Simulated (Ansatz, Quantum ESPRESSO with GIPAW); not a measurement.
# Solid-state NMR of RbC2O2 by GIPAW, part 2 of 2

Aim: the magnetic shielding tensor of every site in RbC2O2 and the field gradients at its nuclei.

Quantum ESPRESSO with GIPAW; PBE.

So far. Step 3 (Shieldings): In this run the largest span is that of O (site symmetry 1), with principal values -406.3, -126.3 and 338.9 ppm. On O the least shielded direction lies along its short bond to C.

**4. Electric field gradients**

Level of this step: DFT, PBE, plane-wave PAW, default files, scalar-relativistic, field gradients (Ansatz).

17O and 87Rb have a quadrupole moment, which couples to the field gradient and broadens the lines. The gradient is a property of the ground-state density and needs no response; it is taken from a second code that counts the whole PAW charge. C_Q = eQV_zz/h, with Q = -0.02558 barn for 17O, 0.1335 barn for 87Rb.

This step: DFT, PBE, plane-wave PAW, default files (PAW set soft_2), scalar-relativistic, field gradients (Ansatz 0.2.0), on the same atoms.

input.yaml reads:

```yaml
crystal:
  lattice:
    - [5.570448, -3.480584, 0.0]
    - [5.570448, 3.480584, 0.0]
    - [-0.07332, 0.0, 4.545591]
  atoms:
    - { symbol: Rb, position: [0.659435622, 0.659435622, 0.7978461169] }
    - { symbol: Rb, position: [0.340564378, 0.340564378, 0.2021538831] }
    - { symbol: O, position: [0.8781326579, 0.3499335311, 0.2815951511] }
    - { symbol: O, position: [0.3499335311, 0.8781326579, 0.2815951511] }
    - { symbol: O, position: [0.6500664689, 0.1218673421, 0.7184048489] }
    - { symbol: O, position: [0.1218673421, 0.6500664689, 0.7184048489] }
    - { symbol: C, position: [0.8420070792, 0.0546904629, 0.6004111807] }
    - { symbol: C, position: [0.9453095371, 0.1579929208, 0.3995888193] }
    - { symbol: C, position: [0.1579929208, 0.9453095371, 0.3995888193] }
    - { symbol: C, position: [0.0546904629, 0.8420070792, 0.6004111807] }
kpoints:
  mp_grid: { grid: [4, 4, 5] }
scf:
  occupations: { method: fixed }
hamiltonian:
  xc: pbe
  pseudopotentials: { kind: paw, frozen_core: stored }
output:
  forces: false
  stress: false
  efg: { quadrupole_moments_barn: { Rb: 0.1335, O: -0.02558 } }
  write_density: true
  write_potential: true
  elf: true
  volumetric_format: npy
```

Command:

```bash
$ ansatz run input.yaml --threads 4 --pin off --max-ram 8192MiB --backend cpu --events-out ev --progress --plain --runs-dir out
```

What it wrote:

```text
[... set-up, SCF cycles and energies left out ...]
--- PAW observables at the nuclei: V_zz in 10²¹ V/m², potentials from the cell's mean, atoms counted from 1 ---
  atom   1  Rb V_zz =    +2.498337   η = 0.3338   by run symmetry: allowed   C_q = +8.0647 MHz
  atom   2  Rb V_zz =    +2.498337   η = 0.3338   by run symmetry: allowed   C_q = +8.0647 MHz
  atom   3  O  V_zz =   -13.091672   η = 0.5659   by run symmetry: allowed   C_q = +8.0975 MHz
  atom   4  O  V_zz =   -13.091672   η = 0.5659   by run symmetry: allowed   C_q = +8.0975 MHz
  atom   5  O  V_zz =   -13.091672   η = 0.5659   by run symmetry: allowed   C_q = +8.0975 MHz
  atom   6  O  V_zz =   -13.091672   η = 0.5659   by run symmetry: allowed   C_q = +8.0975 MHz
  atom   7  C  V_zz =    +3.161874   η = 0.6154   by run symmetry: allowed
  atom   8  C  V_zz =    +3.161874   η = 0.6154   by run symmetry: allowed
  atom   9  C  V_zz =    +3.161874   η = 0.6154   by run symmetry: allowed
  atom  10  C  V_zz =    +3.161874   η = 0.6154   by run symmetry: allowed
--- Band table (eV; the first three rows and the last of 27) ---
  k-point 0: bands = ["-22.4959", "-22.4604", "-17.8863", "-17.3296", "-17.2911", "-16.9822", "-12.8851", "-6.8554", "-6.7036", "-6.5979", "-6.5616", "-6.5419", "-6.4978", "-6.1263", "-6.0984", "-3.7427", "-3.4066", "-3.0908", "-2.8210", "-2.0155", "-1.9471", "-1.1313", "-0.9004", "-0.2756", "0.6530", "1.1373", "1.2976", "2.8422", "3.2390", "6.1857", "6.2711", "6.4982", "9.5082", "9.8765", "10.3606", "10.7982", "10.8152", "10.8363", "11.0426"]
  k-point 1: bands = ["-22.4899", "-22.4601", "-17.8802", "-17.3208", "-17.2998", "-16.9861", "-12.8869", "-6.8554", "-6.7870", "-6.7620", "-6.5762", "-6.5691", "-6.5441", "-5.9970", "-5.9824", "-3.7449", "-3.3212", "-3.1451", "-2.9659", "-2.0277", "-1.9809", "-1.0507", "-0.9984", "-0.1423", "0.6690", "1.1629", "1.3141", "2.8453", "3.2843", "6.2896", "6.3386", "6.9858", "9.2482", "9.7524", "10.4216", "10.4326", "10.6920", "11.1327", "11.2701"]
  k-point 2: bands = ["-22.4787", "-22.4612", "-17.8699", "-17.3143", "-17.3059", "-16.9931", "-12.8899", "-6.9983", "-6.8906", "-6.7524", "-6.6722", "-6.6017", "-6.6013", "-5.8596", "-5.8299", "-3.7492", "-3.2344", "-3.2249", "-3.1413", "-2.0338", "-2.0332", "-1.1106", "-0.9655", "0.0215", "0.6950", "1.2033", "1.3416", "2.8724", "3.3411", "6.4633", "6.4675", "8.2120", "8.9417", "9.4126", "9.7278", "10.4177", "10.6472", "11.1355", "12.0507"]
  k-point 26: bands = ["-22.4703", "-22.4680", "-17.8642", "-17.3295", "-17.3185", "-16.9810", "-12.8900", "-6.8985", "-6.7495", "-6.7093", "-6.6452", "-6.6008", "-6.5529", "-6.0722", "-5.9085", "-3.8727", "-3.3206", "-3.1794", "-3.1558", "-2.0314", "-1.9888", "-1.0527", "-0.7632", "-0.1323", "0.6936", "1.1481", "1.2688", "2.6973", "3.1590", "6.3815", "6.5169", "8.7881", "9.2501", "9.9481", "10.4254", "11.0109", "11.0611", "11.0664", "11.3318"]

[the lines on potentials at the nuclei are left out]
```

Run time: 3.2 s. Hardware: 4 threads of Arm Neoverse V2, shared host; peak memory 0.54 GiB; 11 s of CPU time.

Among nuclei of half-integer spin the second-order effect is largest for 17O on O (spin 5/2, C_Q 8.10 MHz): at 9.4 T it moves the centre of gravity of the MAS line by -148 ppm from δ_iso, and by a quarter of that at twice the field, by δ_Q = −(3/40)(C_Q/ν0)²(1 + η²/3)[I(I+1) − 3/4]/[I²(2I−1)²] × 10⁶ ppm with ν0 = 54.3 MHz.

**5. From shieldings to shifts**

Spectra are read against a reference compound, and shifts rise as shieldings fall. A slope other than one corrects for the functional's tendency to overstate or understate differences of shielding.

To turn shieldings into shifts, lines fitted to measured solids are used. 13C: δ = (172.7 − σ) / 1.041, zero at TMS, fitted to 5 measured values, from C, C3H4O4 and SiC, with a scatter of 1.3 ppm r.m.s., with σ taken with the shape term of a sphere (6.1 ppm here). Kinds of site that fitted badly were split off after the misses were seen, so the scatter is that of the points kept.

Covalently bonded atoms count as neighbours within 1.18 times the sum of their radii. Otherwise a cation's neighbours lie within 1.2 times its shortest bond (1.3 for large cations, each anion's radius taken off where they differ), and an anion's are the cations that count it.

| site | atom no. | atoms in cell | surroundings | bonds (Å) | δ_iso (ppm) | C_Q (MHz) | η_Q |
| --- | --- | --- | --- | --- | --- | --- | --- |
| Rb | 1 | 2 | RbO8 | 2.92 to 3.57 | - | 8.06 | 0.33 |
| O | 3 | 4 | bound to CRb4 | 1.26 to 3.57 | - | 8.10 | 0.57 |
| C | 7 | 4 | COC2 | 1.26 to 1.48 | 204.5 | - | - |

Simulated spectrum: 13C MAS at 20 kHz, 20 T (214.2 MHz), lines broadened by 0.8 ppm; rigid lattice, with dipolar and J couplings left out. Lines over 1.5 % of the strongest (ppm: area): 297.9: 0.10, 204.5: 1.00, 111.1: 0.07, 17.7: 0.02. Spinning sidebands lie 93.4 ppm apart.

Simulated spectrum: 17O fast MAS, 14.1 T (81.4 MHz), central transition to second order, lines broadened by 2.2 ppm; the axis counts ppm from the isotropic position of O, as −Δσ; rigid lattice, with dipolar and J couplings and satellite transitions left out.

offset (ppm), intensity and a bar:
```
     10.8       0.00 
      5.2       0.00 
     -0.5       0.01 
     -6.1       0.27 ########
    -11.3       0.29 #########
    -17.0       0.31 #########
    -22.6       0.33 ##########
    -27.8       0.36 ###########
    -33.5       0.39 ############
    -39.1       0.44 #############
    -44.3       0.51 ###############
    -50.0       0.68 ####################
    -52.1       0.80 ########################
    -55.6       0.62 ###################
    -61.2       0.54 ################
    -66.5       0.52 ################
    -72.1       0.53 ################
    -77.7       0.58 ##################
    -82.9       0.83 #########################
    -84.7       1.00 ##############################
    -88.6       0.40 ############
    -94.2       0.31 #########
    -99.4       0.27 ########
   -105.1       0.25 #######
   -110.7       0.23 #######
   -116.4       0.21 ######
   -121.6       0.20 ######
   -127.2       0.15 ####
   -132.9       0.07 ##
   -138.1       0.07 ##
   -143.7       0.07 ##
   -149.4       0.06 ##
   -154.6       0.06 ##
   -160.2       0.00 
   -165.8       0.00 
   -171.1       0.00
```

Most prominent maxima (ppm: height): -52.1: 0.80, -84.7: 1.00.

**6. Results**

```yaml
13c_shift: 204.5 ppm
17o_shielding_without_shape_term: -64.5 ppm
17o_size_of_c_q: 8.10 MHz
87rb_shielding_without_shape_term: 3202 ppm
87rb_size_of_c_q: 8.06 MHz
```

In words: 13C has one site (COC2), with isotropic shift 204.5 ppm. No sound run at another cutoff or mesh is at hand, so convergence rests on the f-sum rule and on experience with these files. The scalar-relativistic files are used with non-relativistic response operators, which weighs most on the heavy atoms' own shieldings. In PBE checks against another PAW code, field gradients made this way came out (cores as stored) 4 to 9 % larger on O (three silicas and corundum) and 6 % smaller on Al (corundum alone). This build of gipaw.x prints that it is not audited and that its numbers are no references by themselves. It also reports spline_ps as false although the input sets it; why was not traced. Without spin-orbit coupling, gradients at and beside the heavy atoms are unsure.

[Banner, clock, file and message-heading lines were taken out of the pw.x and gipaw.x logs.]

[Logs are printed without paths, hosts, clocks, repeated set-up lines and the standing remarks that a program may print on its own settings, such as how far it seeks lower states.]

[Hosts, paths, dates, database ids (printed as entryN), source tags and the programs' standing remarks are cut or masked in the printed files.]

[Where no reference line passes its bar on scatter, no shift is given, so a measured shift of this compound may stand uncompared.]
